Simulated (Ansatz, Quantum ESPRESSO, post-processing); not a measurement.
# In2O2, 1 layer in an electric field, part 6 of 6

How does In2O2, 1 layer respond to a gate-like field without added charge?

Quantum ESPRESSO 7.5; plane-wave DFT, vdW-DF-cx, GBRV ultrasoft pseudopotentials made under PBE; geometry and cross-check by Ansatz 0.2.0 with PAW datasets.

So far. Step 13 (Band structure: field 0.3 V/Å): Along this path the valence top lies at K and the conduction bottom at Γ. Step 14 (Valence density): The density integrates to 38.000 electrons, as the 38 of the input ask.

**19. The same in Ansatz: field 0.1 V/Å**

As a check, the same structure is run in Ansatz.

Level of this step: plane-wave DFT, PBE, Ansatz PAW (Ansatz 0.2.0).

The input, input.yaml:

```yaml
crystal:
  lattice:
    - [3.4480411893, 0.0, 0.0]
    - [-1.7240205947, 2.9860912633, 0.0]
    - [0.0, 0.0, 21.6736373469]
  atoms:
    - { symbol: O, position: [0.3333333333, 0.6666666667, 0.3976711148] }
    - { symbol: In, position: [0.0, 0.0, 0.4340618612] }
    - { symbol: In, position: [0.0, 0.0, 0.5659379405] }
    - { symbol: O, position: [0.3333333333, 0.6666666667, 0.6023290835] }
kpoints:
  mp_grid: { grid: [12, 12, 1] }
hamiltonian:
  xc: pbe
scf:
  occupations: { method: fermi_dirac, width: 0.054 }
  convergence: { dr2_threshold: 1.0e-09 }
efield:
  axis: 3
  dipole_correction: true
  ramp_position: 0.97
  ramp_width: 0.04
  amplitude: 0.1
output:
  write_potential: true
  write_density: true
  volumetric_format: npy
```

Run with:

```console
> ansatz run input.yaml --threads 4 --pin off --max-ram 8192MiB --backend cpu --events-out ev --progress --plain --runs-dir out
```

Numbers of over 12 decimals in the logs are rounded to 6 here.

Output:

```text
[...]
Crystal: 4 atoms, lattice volume = 223.155 Å³
Basis set: ecut = 420 eV, 4333 PW (Γ)
Bands: 23, of which v1, the nominal top of the filled ones, is band 19 counted from 1 (18 counted from 0)
Symmetry: 6 space group operations
k-points: 19 of 144 (time reversal used)
[...]
SCF iter   1: F=—  HF=-12334.068176 eV  |F-HF|=—  |Δ(HF+E_count)|=         —  Δρ=7.72e-2  dr2=1.64e1  ethr=3.10e-3  p=0.036 e·Å  D=2.94e-2 V/Å  ΔV_dip=-0.64 eV  dr2_dipole=3.08e-4  V_vac-E_F(+/−)=7.81/6.51 eV  ⟨swp⟩=7.6  Hψ=2143  notcnv=0
[...]
SCF iter  11: F=-12329.948415 eV  HF=-12329.948415 eV  |F-HF|=1.13e-9  |Δ(HF+E_count)|=   4.10e-8  Δρ=4.50e-7  dr2=3.35e-10  ethr=2.63e-12  p=0.032 e·Å  D=2.56e-2 V/Å  ΔV_dip=-0.55 eV  dr2_dipole=2.65e-11  V_vac-E_F(+/−)=6.86/5.48 eV  ⟨swp⟩=6.3  Hψ=1712  notcnv=0
SCF 1 converged in 11 iterations: F = -12329.948415 eV  dr2 = 3.35e-10
[...]
SCF converged after 11 iterations
Free energy (F): -12329.948415 eV
[...]
Internal energy: -12329.947605 eV  (E = F + TS)
E sigma→0 (E₀):  -12329.948010 eV
Entropy (-TS):   -0.000810 eV (-0.203 meV/atom)
Fermi energy:    -1.777100 eV
Dipole field:    D = 0.025576 V/Å  (p = 0.031541 e·Å, saw-weighted, corrected)
Work function:   not extracted (applied field tilts the vacuum); planar V_es + V_field profile in the machine report
[...]
--- Band table (eV; the first three rows and the last of 19) ---
  k-point 0: bands = [... 15 lower, -3.7634, -3.7180, -3.7180, -2.7735, -1.6604, 1.2496, 3.7898, 4.2668]
  k-point 1: bands = [... 15 lower, -3.9586, -3.8238, -3.7751, -2.6596, -1.3224, 1.4670, 3.8939, 4.3662]
  k-point 2: bands = [... 15 lower, -4.2293, -3.9884, -3.9295, -2.4861, -0.6114, 1.9941, 4.1941, 4.6622]
  k-point 18: bands = [... 15 lower, -5.7204, -4.1429, -3.8700, -2.0233, 1.3014, 2.4559, 2.9673, 4.4828]
```

Elapsed: 2.9 s, on 4 threads of Arm Neoverse V2, shared host; peak memory 0.47 GiB; 11 s of CPU time.

Read from the output:

- free energy: -12329.9484 eV
- energy at zero smearing: -12329.9480 eV
- smearing term TS: 8.10e-4 eV
- Fermi energy: -1.777 eV
- gap by band count: 0.3629 eV
- dipole along the normal: 0.03154 e·Å

At 0.1 V/Å Ansatz's dipole is 0.0315 e Å against 0.0317 from pw.x, under another functional.

**20. Cross-check with Ansatz: field -0.1 V/Å**

input.yaml, as its differences from the input of step 19:

```diff
@@ -22,3 +22,3 @@
   ramp_width: 0.04
-  amplitude: 0.1
+  amplitude: -0.1
 output:
```

Output:

```text
[...]
Crystal: 4 atoms, lattice volume = 223.155 Å³
Basis set: ecut = 420 eV, 4333 PW (Γ)
Bands: 23, of which v1, the nominal top of the filled ones, is band 19 counted from 1 (18 counted from 0)
Symmetry: 6 space group operations
k-points: 19 of 144 (time reversal used)
[...]
--- Band table (eV; the first three rows and the last of 19) ---
  k-point 0: bands = [... 15 lower, -3.7956, -3.7503, -3.7503, -2.8057, -1.6927, 1.2173, 3.7667, 4.2593]
  k-point 1: bands = [... 15 lower, -3.9909, -3.8560, -3.8074, -2.6919, -1.3547, 1.4348, 3.8699, 4.3593]
  k-point 2: bands = [... 15 lower, -4.2615, -4.0206, -3.9617, -2.5184, -0.6437, 1.9618, 4.1676, 4.6559]
  k-point 18: bands = [... 15 lower, -5.7527, -4.1751, -3.9023, -2.0556, 1.2692, 2.4236, 2.9351, 4.4505]
[key lines of the parts left out:]
SCF converged after 11 iterations
Free energy (F): -12329.948416 eV
Fermi energy:    -1.809363 eV
Dipole field:    D = -0.025579 V/Å  (p = -0.031545 e·Å, saw-weighted, corrected)
```

It took 2.9 s on 4 threads; peak memory 0.47 GiB.

Read from the output:

* Fermi energy: -1.809 eV
* dipole along the normal: -0.03154 e·Å

**21. Dipole against field, Ansatz**

The dipole along the normal, dipole moment by applied field:

| applied field (V/Å) | dipole along the normal, dipole moment (e·Å) |
| --- | --- |
| -0.1000 | -0.0315 |
| 0.0000 | -1.8e-5 |
| 0.1000 | 0.0315 |

**22. Self-consistent run**

Level of this step: plane-wave DFT, vdW-DF-cx, GBRV ultrasoft pseudopotentials made under PBE (Quantum ESPRESSO 7.5). input_dft overrides the functional of the files.

The input, f1.w0.in:

```
&control
  prefix = 'f1.w0'
  outdir = './out'
  pseudo_dir = './pseudo'
  calculation = 'scf'
  tprnfor = .true.
  tefield = .true.
  dipfield = .true.
/
&system
  ibrav = 0
  nat = 4
  ntyp = 2
  ecutwfc = 40
  ecutrho = 200
  input_dft = 'vdw-df-cx'
  occupations = 'smearing'
  smearing = 'fd'
  degauss = 0.004
  edir = 3
  emaxpos = 0.97
  eopreg = 0.01
  eamp = 0.00194469
/
&electrons
  conv_thr = 1e-09
  mixing_beta = 0.4
  electron_maxstep = 120
  mixing_mode = 'plain'
  diagonalization = 'ppcg'
/
ATOMIC_SPECIES
  O   15.9990  o_pbe_v1.2.uspp.F.UPF
  In  114.8180  in_pbe_v1.4.uspp.F.UPF
CELL_PARAMETERS angstrom
  3.44804118932824 0.00000000000000 0.00000000000000
  -1.72402059466412 2.98609126325336 0.00000000000000
  0.00000000000000 0.00000000000000 21.67363734690000
ATOMIC_POSITIONS crystal
  O   0.333333333333 0.666666666667 0.397671114817
  In  -0.000000000000 -0.000000000000 0.434061861208
  In  0.000000000000 -0.000000000000 0.565937940511
  O   0.333333333333 0.666666666667 0.602329083465
K_POINTS automatic
  12 12 1 0 0 0
```

Run with:

```console
> OMP_NUM_THREADS=1 mpirun -n 4 pw.x -nk 4 -in f1.w0.in > f1.w0.out
```

Output:

```text
[banner, memory and clock lines left out]
Program PWSCF v.7.5 starts

          URL

     Presently no symmetry can be used with electric field

 %%%%%%%%%%%%%%%%%%%%%%%%%%%%%%%%%%%%%%%%%%%%%%%%%%%%%%%%%%%%%%%%%%%%%%%%%%%%%%
     Error in routine iosys (1):
     PPCG diagonalization not supported anymore (Dec. 2024)
 %%%%%%%%%%%%%%%%%%%%%%%%%%%%%%%%%%%%%%%%%%%%%%%%%%%%%%%%%%%%%%%%%%%%%%%%%%%%%%

     stopping ...
[the rest left out]
```

The job ended after 0.51 s (4 MPI ranks; peak memory 0.11 GiB).

The input was rejected at the start.

The fault put into the input: an eigensolver that this release has dropped (electrons.diagonalization = "ppcg").

The message: “iosys (1): PPCG diagonalization not supported anymore (Dec. 2024)”. This release no longer has that solver; david, paro or rmm-davidson serve.

**23. The arithmetic**

α = Δp/E = (0.03169 − (0.00000)) e Å / 0.1 V/Å = 0.3169 e Å²/V; times e/(4πε₀) = 14.40 V Å this is 4.563 Å³. With A = 10.296 Å², 4πα/A = 5.569 Å.

**24. Summary of results**

| Property | Result |
| --- | --- |
| polarisability along the normal, a cell | 4.56 Å³ |
| sheet polarisability 4πα/A | 5.57 Å |
| dipole without a field | 0 e·Å |
| Kohn-Sham ionisation potential, upper face | 6.59 eV |
| gap along the path at 0 V/Å | 0.34 eV |
| gap along the path at 0.2 V/Å | 0.34 eV |
| gap along the path at 0.3 V/Å | 0.35 eV |

**Reading.** The sheet answers a field with a polarisability of 4.56 Å³ a cell, or 4πα/A = 5.57 Å (vdW-DF-cx, GBRV ultrasoft (made under PBE)). In pw.x the dipole follows the field linearly over the range tried. A perfect conductor 5.57 Å thick would screen alike; the outer atoms lie 4.44 Å apart. At 0.1 V/Å the sheet takes 0.557 eV off the potential drop. At 0.2 V/Å the gap along the path is unchanged within 0.01 eV. Quantum ESPRESSO and Ansatz give 4.563 and 4.542 Å³ for the polarisability (pw.x from 0 and 0.1 V/Å, Ansatz from ±0.1 V/Å, under PBE), which agree. The ions stay at their zero-field places, so this is the electrons' response alone. Semilocal gaps are too small, and in strong fields empty levels can belong to the vacuum. Spin-orbit coupling is left out; depending on the atoms that carry the levels of interest, it can split and shift them by tens to hundreds of meV.

[Logs are printed without paths, hosts, clocks, repeated set-up lines and the standing remarks that a program may print on its own settings, such as how far it seeks lower states.]

[Hosts, paths, dates, database ids (printed as entryN), source tags and the programs' standing remarks are cut or masked in the printed files.]

[Maps of the electrostatic potential energy from Ansatz leave out the sawtooth potential of an applied field or a dipole correction, so their vacuum need not be flat; planar profiles and work functions include it.]
